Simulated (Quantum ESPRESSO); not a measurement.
# PbS (Galena): zone-centre phonons, part 2 of 4

Aim: the zone-centre modes of PbS (Galena).

Quantum ESPRESSO 7.5; DFT PBE, scalar-relativistic, plane waves, PseudoDojo norm-conserving pseudopotentials.

So far. Step 2 (A first look): A gap of 0.37 eV opens on this mesh, so the crystal is taken as an insulator; the start stands at 2.2 GPa. Step 4 (Ground state): The cell stands at 0.0070 GPa, close enough for phonons.

The database entry behind the starting cell differs from later determinations by our own check (about 0.1 % short), so it need not match the best structure at ambient conditions.

### 5. Zone-centre response

At q = 0 one unit cell holds all displacements; symmetry groups them into irreducible representations that are solved one by one. The response to a field gives ε∞ and the Born charges, which polar modes need.

The input, ph.in:

```
phonons
&INPUTPH
  prefix = 'x'
  outdir = './tmp'
  fildyn = 'g.dyn'
  tr2_ph = 1.0d-18
  epsil  = .true.
/
0.000000000000 0.000000000000 0.000000000000
```

Command:

```console
$ OMP_NUM_THREADS=1 mpirun -n 4 ph.x -nk 4 -in ph.in > ph.out
```

What it wrote:

```text
[banners, grids, parts of the stress and lines that vanish by symmetry left out]
[banner, memory and clock lines left out]
Program PHONON v.7.5

     ./tmp/x.save/

     IMPORTANT: XC functional enforced from input :
     Exchange-correlation= PBE
                           (   1   4   3   4   0   0   0)
     Any further DFT definition will be discarded
     Please, verify this is what you really want

     G-vector sticks info

     Reading collected, re-writing distributed wavefunctions in ./tmp/

     Number and degeneracy of irreps per q-point
       N         xq(1)         xq(2)         xq(3)   N irreps
       1   0.000000000   0.000000000   0.000000000       2
        3   3

     Calculation of q =    0.0000000   0.0000000   0.0000000

     phonons

     bravais-lattice index     =            2
     lattice parameter (alat)  =      11.3560  a.u.
     unit-cell volume          =     366.1132 (a.u.)^3
     number of atoms/cell      =            2
     number of atomic types    =            2
     kinetic-energy cut-off    =      68.0000  Ry
     charge density cut-off    =     272.0000  Ry
     convergence threshold     =      1.0E-18
     beta                      =       0.7000
     number of iterations used =            4
     Exchange-correlation= PBE
                           (   1   4   3   4   0   0   0)

     celldm(1)=   11.35599  celldm(2)=    0.00000  celldm(3)=    0.00000
     celldm(4)=    0.00000  celldm(5)=    0.00000  celldm(6)=    0.00000

     crystal axes: (cart. coord. in units of alat)
               a(1) = ( -0.5000  0.0000  0.5000 )
               a(2) = (  0.0000  0.5000  0.5000 )
               a(3) = ( -0.5000  0.5000  0.0000 )

     reciprocal axes: (cart. coord. in units 2 pi/alat)
               b(1) = ( -1.0000 -1.0000  1.0000 )
               b(2) = (  1.0000  1.0000  1.0000 )
               b(3) = ( -1.0000  1.0000 -1.0000 )

     Atoms inside the unit cell:

     Cartesian axes

     site n.  atom      mass           positions (alat units)
        1  Pb    207.2000   tau(    1) = (    0.00000    0.00000    0.00000  )
        2  S      32.0600   tau(    2) = (   -0.50000    0.50000    0.50000  )

     Computing dynamical matrix for
                    q = (   0.0000000   0.0000000   0.0000000 )

     49 Sym.Ops. (with q -> -q+G )

     G cutoff =  888.5041  (  27725 G-vectors)     FFT grid: ( 45, 45, 45)
     number of k points=    72
                       cart. coord. in units 2pi/alat
        k(    1) = (   0.0000000   0.0000000   0.0000000), wk =   0.0011574
        k(    2) = (  -0.0833333   0.0833333  -0.0833333), wk =   0.0092593
        k(    3) = (  -0.1666667   0.1666667  -0.1666667), wk =   0.0092593
        [... further k-points left out ...]

     PseudoPot. # 1 for Pb read from file:
     ./pseudo/Pb.upf
     Pseudo is Norm-conserving + core correction, Zval = 14.0
     Using radial grid of 1678 points,  6 beta functions with:
                l(1) =   0
                l(2) =   0
                l(3) =   1
                l(4) =   1
                l(5) =   2
                l(6) =   2

     PseudoPot. # 2 for S  read from file:
     ./pseudo/S.upf
     Pseudo is Norm-conserving + core correction, Zval =  6.0
     Using radial grid of 1148 points,  6 beta functions with:
                l(1) =   0
                l(2) =   0
                l(3) =   1
                l(4) =   1
                l(5) =   2
                l(6) =   2

     Mode symmetry, O_h (m-3m)  point group:

     Electric field:
     Dielectric constant
     Born effective charges as d Force / d E

     Atomic displacements:
     There are    2 irreducible representations

     Representation     1      3 modes -  To be done

     Representation     2      3 modes -  To be done

     Alpha used in Ewald sum =   2.7000

     Electric Fields Calculation

      iter #   1   av.it.:   7.0
      thresh= 1.000E-02 alpha_mix =  0.700 |ddv_scf|^2 =  1.570E-07

      iter #   2   av.it.:  14.3
      thresh= 3.963E-05 alpha_mix =  0.700 |ddv_scf|^2 =  5.963E-08

      iter #   3   av.it.:  13.7
      thresh= 2.442E-05 alpha_mix =  0.700 |ddv_scf|^2 =  2.062E-09

      iter #   4   av.it.:  13.5
      thresh= 4.541E-06 alpha_mix =  0.700 |ddv_scf|^2 =  1.735E-10

      iter #   5   av.it.:  12.9
      thresh= 1.317E-06 alpha_mix =  0.700 |ddv_scf|^2 =  9.539E-13

      iter #   6   av.it.:  13.4
      thresh= 9.767E-08 alpha_mix =  0.700 |ddv_scf|^2 =  3.331E-15

      iter #   7   av.it.:  12.6
      thresh= 5.771E-09 alpha_mix =  0.700 |ddv_scf|^2 =  2.717E-16

      iter #   8   av.it.:  13.2
      thresh= 1.648E-09 alpha_mix =  0.700 |ddv_scf|^2 =  1.154E-18

      iter #   9   av.it.:  13.7
      thresh= 1.074E-10 alpha_mix =  0.700 |ddv_scf|^2 =  3.891E-20

     End of electric fields calculation

          Dielectric constant in cartesian axis

          (      16.072012454      -0.000000000      -0.000000000 )
          (      -0.000000000      16.072012454       0.000000000 )
          (      -0.000000000       0.000000000      16.072012454 )

          Effective charges (d Force / dE) in cartesian axis without acoustic sum rule applied (asr)

           atom    1  Pb    Mean Z*:        4.34453
      Ex  (        4.34453       -0.00000       -0.00000 )
      Ey  (       -0.00000        4.34453        0.00000 )
      Ez  (       -0.00000        0.00000        4.34453 )
           atom    2  S     Mean Z*:       -4.34337
      Ex  (       -4.34337       -0.00000        0.00000 )
      Ey  (       -0.00000       -4.34337        0.00000 )
      Ez  (        0.00000        0.00000       -4.34337 )

          Effective charges Sum: Mean:        0.00116
              0.00116       -0.00000       -0.00000
             -0.00000        0.00116        0.00000
             -0.00000        0.00000        0.00116

          Effective charges (d Force / dE) in cartesian axis with asr applied:
           atom    1  Pb    Mean Z*:        4.34395
      E*x (        4.34395       -0.00000       -0.00000 )
      E*y (       -0.00000        4.34395        0.00000 )
      E*z (       -0.00000        0.00000        4.34395 )
           atom    2  S     Mean Z*:       -4.34395
      E*x (       -4.34395        0.00000        0.00000 )
      E*y (        0.00000       -4.34395       -0.00000 )
      E*z (        0.00000       -0.00000       -4.34395 )

     Representation #   1 modes #   1   2   3

     Self-consistent Calculation

      iter #   1   av.it.:   6.4
      thresh= 1.000E-02 alpha_mix =  0.700 |ddv_scf|^2 =  1.313E-07

      iter #   2   av.it.:  14.0
      thresh= 3.624E-05 alpha_mix =  0.700 |ddv_scf|^2 =  3.518E-08

      iter #   3   av.it.:  13.9
      thresh= 1.876E-05 alpha_mix =  0.700 |ddv_scf|^2 =  9.588E-10

      iter #   4   av.it.:  14.0
      thresh= 3.096E-06 alpha_mix =  0.700 |ddv_scf|^2 =  3.490E-11

      iter #   5   av.it.:  13.9
      thresh= 5.907E-07 alpha_mix =  0.700 |ddv_scf|^2 =  1.531E-13

[...]
End of self-consistent calculation

     Convergence has been achieved

     Representation #   2 modes #   4   5   6

     Self-consistent Calculation

[...]
iter #   3   av.it.:  13.8
      thresh= 1.054E-04 alpha_mix =  0.700 |ddv_scf|^2 =  1.100E-09

      iter #   4   av.it.:  13.6
      thresh= 3.316E-06 alpha_mix =  0.700 |ddv_scf|^2 =  7.332E-11

      iter #   5   av.it.:  14.1
      thresh= 8.563E-07 alpha_mix =  0.700 |ddv_scf|^2 =  4.107E-12

      iter #   6   av.it.:  13.7
      thresh= 2.027E-07 alpha_mix =  0.700 |ddv_scf|^2 =  1.635E-14

      iter #   7   av.it.:  13.0
      thresh= 1.279E-08 alpha_mix =  0.700 |ddv_scf|^2 =  1.427E-15

      iter #   8   av.it.:  13.5
      thresh= 3.777E-09 alpha_mix =  0.700 |ddv_scf|^2 =  5.697E-18

      iter #   9   av.it.:  12.7
      thresh= 2.387E-10 alpha_mix =  0.700 |ddv_scf|^2 =  6.531E-19

     End of self-consistent calculation

     Convergence has been achieved

     Number of q in the star =    1
     List of q in the star:
          1   0.000000000   0.000000000   0.000000000

          Dielectric constant in cartesian axis

          (      16.072012454      -0.000000000      -0.000000000 )
          (      -0.000000000      16.072012454       0.000000000 )
          (      -0.000000000       0.000000000      16.072012454 )

          Effective charges (d Force / dE) in cartesian axis without acoustic sum rule applied (asr)

           atom    1  Pb    Mean Z*:        4.34453
      Ex  (        4.34453       -0.00000       -0.00000 )
      Ey  (       -0.00000        4.34453        0.00000 )
      Ez  (       -0.00000        0.00000        4.34453 )
           atom    2  S     Mean Z*:       -4.34337
      Ex  (       -4.34337       -0.00000        0.00000 )
      Ey  (       -0.00000       -4.34337        0.00000 )
      Ez  (        0.00000        0.00000       -4.34337 )

          Effective charges Sum: Mean:        0.00116
              0.00116       -0.00000       -0.00000
             -0.00000        0.00116        0.00000
             -0.00000        0.00000        0.00116

          Effective charges (d Force / dE) in cartesian axis with asr applied:
           atom    1  Pb    Mean Z*:        4.34395
      E*x (        4.34395       -0.00000       -0.00000 )
      E*y (       -0.00000        4.34395        0.00000 )
      E*z (       -0.00000        0.00000        4.34395 )
           atom    2  S     Mean Z*:       -4.34395
      E*x (       -4.34395        0.00000        0.00000 )
      E*y (        0.00000       -4.34395       -0.00000 )
      E*z (        0.00000       -0.00000       -4.34395 )

     Diagonalizing the dynamical matrix

     q = (    0.000000000   0.000000000   0.000000000 )

 **************************************************************************
     freq (    1) =      -0.057889 [THz] =      -1.930981 [cm-1]
     freq (    2) =      -0.057889 [THz] =      -1.930981 [cm-1]
     freq (    3) =      -0.057889 [THz] =      -1.930981 [cm-1]
     freq (    4) =       1.466376 [THz] =      48.913053 [cm-1]
     freq (    5) =       1.466376 [THz] =      48.913053 [cm-1]
     freq (    6) =       1.466376 [THz] =      48.913053 [cm-1]
 **************************************************************************

     Mode symmetry, O_h (m-3m)  point group:

     freq (   1-   3) =         -1.9  [cm-1]   --> T_1u G_15  G_4- I
     freq (   4-   6) =         48.9  [cm-1]   --> T_1u G_15  G_4- I
```

Elapsed: 7.5 min, on 4 MPI ranks of Arm Neoverse V1, shared host.

This step gave:

```yaml
miss_of_the_charge_sum_rule: 0.001160 e
largest_acoustic_frequency_at_the_zone_centre_before_the_sum_rule: -1.93 cm⁻¹
highest_optical_zone_centre_mode_no_lo_to_term: 48.91 cm⁻¹
lowest_optical_zone_centre_mode: 48.91 cm⁻¹
mean_high_frequency_dielectric_constant: 16.07
largest_born_charge_in_size_third_of_the_trace: 4.345 e
```

Born charge (rows field, columns displacement), before the sum rule (e), principal values of the symmetric part by kind of site:

```csv
atom,atoms with these values,low,middle,high,mean
Pb1,1,4.34,4.34,4.34,4.34
S2,1,-4.34,-4.34,-4.34,-4.34
```

In full for S2:

```
-4.34  0.00  0.00
 0.00 -4.34  0.00
 0.00  0.00 -4.34
```

High-frequency dielectric tensor:

```
16.07  0.00  0.00
 0.00 16.07  0.00
 0.00  0.00 16.07
```

The acoustic modes at Γ come out as far as 1.9 cm⁻¹ from zero, where they should vanish, a small numerical error; the Born charges miss their sum rule by 0.0012 e, which is good.

### 6. Modes with the sum rule

A rigid shift of the crystal must cost nothing, but grids and finite bases break this; the acoustic sum rule is imposed before the matrix is diagonalised again. With Born charges the intensities follow, and the static dielectric tensor.

The input, dynmat.in:

```
&INPUT
  fildyn = 'g.dyn'
  asr    = 'simple'
  fileig = 'dynmat.eig'
  lperm  = .true.
/
```

Command:

```console
$ dynmat.x -in dynmat.in > dynmat.out
```

What it wrote:

```text
[banner, memory and clock lines left out]
Program DYNMAT v.7.5

     Reading Dynamical Matrix from file g.dyn
     ...Force constants read
     ...epsilon and Z* read
     A direction for q was not specified:TO-LO splitting will be absent

     Polarizability (A^3 units)
     multiply by 0.166003 for Clausius-Mossotti correction
        65.069910   -0.000000   -0.000000
        -0.000000   65.069910    0.000000
        -0.000000    0.000000   65.069910

     IR activities are in (D/A)^2/amu units

# mode   [cm-1]    [THz]      IR
    1     -0.00   -0.0000    0.0000
    2     -0.00   -0.0000    0.0000
    3     -0.00   -0.0000    0.0000
    4     48.95    1.4675   15.6803
    5     48.95    1.4675   15.6803
    6     48.95    1.4675   15.6803

Electronic dielectric permittivity tensor (relative, adimensional)
        16.072012   -0.000000   -0.000000
        -0.000000   16.072012    0.000000
        -0.000000    0.000000   16.072012

 ... with zone-center polar mode contributions
       273.334868    0.000000    0.000000
         0.000000  273.334868    0.000000
         0.000000    0.000000  273.334868
```

Elapsed: 0.45 s, on 1 thread.

Read from the output:

* highest optical zone-centre mode (no LO-TO term): 48.95 cm⁻¹
* lowest optical zone-centre mode: 48.95 cm⁻¹
* mean static dielectric constant: 273.3

Unit eigenvectors of the mass-weighted matrix after the sum rule; no LO-TO term. The modes at Γ (shares of kinetic energy by element, %):

```csv
mode,frequency (cm⁻¹),symmetry,Pb %,S %
1,0.0,acoustic,87,13
2,0.0,acoustic,87,13
3,0.0,acoustic,87,13
4,49.0,T1u,13,87
5,49.0,T1u,13,87
6,49.0,T1u,13,87
```

Displacements in mode 5 (49.0 cm⁻¹), the largest set to 1:
```
Pb1  0.00  0.00 -0.15
S2   0.00  0.00  1.00
```

Degenerate modes summed, no LO-TO term. Infrared lines, with heights relative to the strongest:

```csv
position (cm⁻¹),lines merged,label,"IR intensity, relative"
49,3,T1u,100
```

Static dielectric tensor (ions relaxed, fixed cell):

```
273.3   0.0   0.0
  0.0 273.3   0.0
  0.0   0.0 273.3
```

The rule moves no optical mode by more than 0.1 cm⁻¹.

(Continued in part 3 of 4.)

[Host names and launcher messages were left out of these logs when they were recorded.]

[Logs are printed without paths, hosts, clocks, repeated set-up lines and the standing remarks that a program may print on its own settings, such as how far it seeks lower states.]

[Hosts, paths, dates, database ids (printed as entryN), source tags and the programs' standing remarks are cut or masked in the printed files.]
